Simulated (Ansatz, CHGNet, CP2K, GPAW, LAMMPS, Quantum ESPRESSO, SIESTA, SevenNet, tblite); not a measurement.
# GPAW runs on aqueous Cs+ and SO4 2-, 1.7 mol of salt per kg of water at 360 K (106 atoms), part 2 of 2

How do the settings of GPAW change the result for aqueous Cs+ and SO4 2-, 1.7 mol of salt per kg of water at 360 K (106 atoms)? A plane-wave run serves as the yardstick.

Program: GPAW 26.7.0; the method stands at each step. Banners, paths, timers and routine set-up lines are dropped from the logs unmarked, and long logs keep their key lines alone; longer cuts are marked.

So far. Step 3 (LDA, LCAO dzp, h 0.18 Å): Against the first run (67 %), the force difference from the reference is 85 %, at 0.89 times the CPU time; the model has changed, so this is no error of the program alone. Step 4 (PBE, LCAO szp(dzp), h 0.18 Å): Against the first run (67 %), the force difference from the reference is 227 %, at 0.66 times the CPU time (on 1 against 2 cores), with 638 basis functions against 882: the smaller basis costs accuracy.

### 5. PBE, LCAO sz(dzp), h 0.18 Å

Method: Kohn-Sham DFT, PBE, PAW, atomic orbitals (sz(dzp)).

File run.py:

```python
import numpy as np
from ase.io import read
from gpaw import GPAW, FermiDirac

atoms = read("structure.xyz")
atoms.calc = GPAW(
    mode="lcao",
    basis="sz(dzp)",
    h=0.18,
    xc="PBE",
    kpts={"size": (1, 1, 1), "gamma": True},
    occupations=FermiDirac(0.05),
    maxiter=200,
    symmetry={"point_group": False},
    txt="gpaw.txt",
)
energy = atoms.get_potential_energy(force_consistent=True)
forces = atoms.get_forces()
print(f"energy {energy:.6f} eV")
print("forces (eV/A)")
for i, (a, f) in enumerate(zip(atoms, forces)):
    print(f"{i:4d} {a.symbol:2s} {f[0]:10.5f} {f[1]:10.5f} {f[2]:10.5f}")
print(f"Fermi level {atoms.calc.get_fermi_level():.4f} eV")
for k in range(len(atoms.calc.get_ibz_k_points())):
    for s in range(atoms.calc.get_number_of_spins()):
        e = atoms.calc.get_eigenvalues(kpt=k, spin=s)
        n = np.searchsorted(e, atoms.calc.get_fermi_level())
        print(f"k {k} spin {s} levels about the Fermi level:", np.round(e[max(n - 6, 0):n], 4).tolist(), "|", np.round(e[n:n + 6], 4).tolist())
```

File structure.xyz:

```xyz
106
Lattice="10.28660 0.00000 0.00000 0.00000 10.28660 0.00000 0.00000 0.00000 10.28660" Properties=species:S:1:pos:R:3 pbc="T T T"
[... 106 atom lines left out: the same atoms as in the first run ...]
```

Started as:

```
OMP_NUM_THREADS=1 python run.py > output.txt
```

The program printed:

```text
energy -380.352560 eV
forces (eV/A)
   0 O    14.64545    7.39691   -3.32984
   1 S     1.72019   -1.07005   -1.17209
   2 O   -12.59241   13.30746    2.48861
   3 O    -4.60651  -10.00569  -11.75205
   4 O     0.63373   -9.64958   14.05717
   5 O     0.63989    3.05498   -2.90746
   6 H     1.31286   -0.31293    2.65375
   7 H    -1.41884   -2.84866    0.58322
   8 O    -0.85148    4.18968   -0.52752
   9 H    -0.22736   -2.85267   -2.61626
  10 H     1.52980   -1.24439    3.77294
  11 O    -4.26202    0.89213   -2.89925
  12 H     2.86265    0.49449   -1.51217
  13 H     0.64054   -0.61832    4.38564
  14 O     2.56639   -3.75624   -1.99313
  15 H    -2.82415    2.01425   -1.72375
  16 H     0.91791    1.79516    3.33209
  17 O    -2.91913   -1.21305    3.63857
  18 H     2.24932   -2.73034   -2.86242
  19 H     0.67341    3.29179   -0.28753
  20 O     2.23974   -2.69990    1.80714
  21 H    -2.04216    2.97493    1.31460
  22 H    -0.54999    0.13482   -3.51012
  23 O    -2.35251   -1.44527    2.83514
[...]
98 O    -3.41445   -0.34386   -2.79474
  99 H     1.28222   -1.87091    1.79869
 100 H     1.70547    2.29371    0.82670
 101 O    -3.98725    0.47593   -1.46139
 102 H     0.97023   -2.62952    1.73648
 103 H     2.70033    2.34560   -0.39223
 104 Cs   -1.51667    0.86965   -1.19454
 105 Cs    0.44150    0.04737   -0.08163
Fermi level 1.2334 eV
k 0 spin 0 levels about the Fermi level: [-0.8955, -0.8672, -0.8258, -0.8131, -0.6713, -0.3464] | [2.9618, 4.3607, 4.7651, 4.8482, 5.0139, 5.25]
```

gpaw.txt:

```text
Input parameters:
  mode=LCAO(),
  basis={'default': 'sz(dzp)'},
  h=0.18,
  kpts=MonkhorstPack(size=(1, 1, 1), gamma=True),
  maxiter=200,
  occupations=Occupations(name='fermi-dirac', width=0.05, fixmagmom=False),
  symmetry=Symmetry(point_group=False),
  xc=XC(name='PBE')
Unit cell  # Å
| periodic |         x |         y |         z |   lengths |    angles |
[... lines left out ...]
  Fermi-Dirac:
[... lines left out ...]
convergence criteria:
- Maximum [total energy] change in last 3 cyles: 0.0005 eV / valence electron
[... lines left out ...]
Converged in 9 steps
[... lines left out ...]
  Free energy:    -380.352560
  Extrapolated:   -380.352560
dipole moment: (-55.168608, -31.148688, -41.575510)  # |e|*Ang
Fermi level: 1.233
Eigenvalues  # (at kpt = [0.000, 0.000, 0.000])
| band index |      eig [eV] | occ [0-2] |
|------------|---------------|-----------|
|          0 |       -30.855 |     2.000 |
|        ... |               |           |
|        148 |        -1.087 |     2.000 |
|        149 |        -1.052 |     2.000 |
[...]
|        163 |         5.683 |     0.000 |
|        ... |               |           |
|        191 |         9.605 |     0.000 |
Gap: 3.308 eV
Transition (v -> c):
  (s=0, k=0, n=155, [0.00, 0.00, 0.00]) -> (s=0, k=0, n=156, [0.00, 0.00, 0.00])
No difference between direct/indirect transitions
Force computation time: 4.130  # s
timing:  # [seconds]
  Total:  31.722  # ━━━━━━━━━━━━━━━━━━━━━━━━━━━━━━━━━━━━━━━━━━━━━━━━━━━━━━━━━
  Init:    5.570  # ━━━━━━━━━━
  SCF:    21.993  # ━━━━━━━━━━━━━━━━━━━━━━━━━━━━━━━━━━━━━━━╸
  Forces:  4.130  # ━━━━━━━╸
```

Run time: 33 s. Hardware: 1 thread of Arm Neoverse V2, shared host; peak memory 0.86 GiB.

Numbers from this run, and their distance from the reference:

```
r.m.s. force component                           : 2.966 eV/Å
r.m.s. difference of force components            : 3060 meV/Å
longest difference of force vectors              : 14640 meV/Å
force difference over r.m.s. force               : 449.4 %
slope of forces against the reference's          : -0.1083
correlation of force components                  : -0.02487
gap (highest filled to lowest empty level) : 3.308 eV
gap difference                                   : -0.833 eV
```

This is a coarse setting, run to see what it loses.

Against the first run (67 %), the force difference from the reference is 449 %, at 0.34 times the CPU time (on 1 against 2 cores), with 244 basis functions against 882: the smaller basis costs accuracy.

### 6. All runs compared

Differences are against the plane-wave reference, forces as r.m.s. over components; share is that over the reference's r.m.s. force, slope the least-squares factor from reference forces to these. Total energies of different programs have different zeros and aren't compared.

| run | Δ force, r.m.s. (meV/Å) | share (%) | slope | Δ gap (eV) | cores | CPU time | memory (GiB) |
| --- | --- | --- | --- | --- | --- | --- | --- |
| reference | - | - | - | - | 8 | 40 s | 1.2 |
| GPAW PBE, LCAO dzp, h 0.18 Å | 459 | 67.5 | 0.839 | -0.0758 | 2 | 97 s | 1.3 |
| GPAW LDA, LCAO dzp, h 0.18 Å | 582 | 85.5 | 0.633 | -0.319 | 2 | 86 s | 1.3 |
| GPAW PBE, LCAO szp(dzp), h 0.18 Å (coarse) | 1548 | 227 | 0.014 | 0.0465 | 1 | 64 s | 1.0 |
| GPAW PBE, LCAO sz(dzp), h 0.18 Å (coarse) | 3060 | 449 | -0.108 | -0.833 | 1 | 33 s | 0.86 |

Rows marked coarse were listed beforehand as settings not expected to be converged; some can still land near the reference.

CPU time is summed over cores on a shared host, where runs went side by side, so it is rough. Symmetry, cutoffs, thresholds, outputs and thread counts weren't matched or tuned between programs; memory under MPI is the largest rank's times the ranks.

### 7. Outcome

| Item | Value |
| --- | --- |
| nearest in forces | GPAW PBE, LCAO dzp, h 0.18 Å, 67 % |
| its CPU time | 97 s |

In words: The PBE run in local orbitals, coarse settings apart, differs by 67 % (GPAW PBE, LCAO dzp, h 0.18 Å); basis, grid and potentials can all enter, and differences of this size make the forces unusable. Rows with another functional or a dispersion term differ by 85 % (GPAW LDA, LCAO dzp, h 0.18 Å), which mixes the change of model with differences of basis and potentials. Runs with settings chosen to be coarse differ by 227 % (GPAW PBE, LCAO szp(dzp), h 0.18 Å) to 449 % (GPAW PBE, LCAO sz(dzp), h 0.18 Å), their programs' other errors included. None of the electronic-structure runs in the table takes under half the reference's CPU time of 40 s; they take 0.82 to 2.4 times as much. In GPAW PBE, LCAO dzp, h 0.18 Å the difference has nearly one length on every H (0.67 eV/Å) and points along its bond, outwards: this method prefers longer bonds, and stiff bonds to hydrogen turn a small shift into a large force. At the same functional, gaps differ from the reference's 4.14 eV by between -0.83 and +0.05 eV. With short bonds to hydrogen, sets of potentials differ among themselves by several per cent in forces even at converged cutoffs, so the reference isn't exact here either. The network of contacts between molecules at the start is that of the classical potential that made the cell, and needn't be the one that DFT or experiment would give. The concentration wasn't checked against solubility and may exceed it. The reference's PBE has no dispersion term, which matters for the binding between molecules or layers. The density was typed from a rule of thumb and may lie off the real one at this temperature. The electronic-structure runs sample only Γ, in a cell whose shortest periodic width is 10 Å. Spin–orbit coupling is left out, which matters for the levels of the heavy elements.

[Also dropped from logs without a mark: logging warnings of Python, and SIESTA's first energy breakdown and zero terms.]

[Logs are printed without paths, hosts, clocks, repeated set-up lines and the standing remarks that a program may print on its own settings, such as how far it seeks lower states.]

[Hosts, paths, dates, database ids (printed as entryN), source tags and the programs' standing remarks are cut or masked in the printed files.]
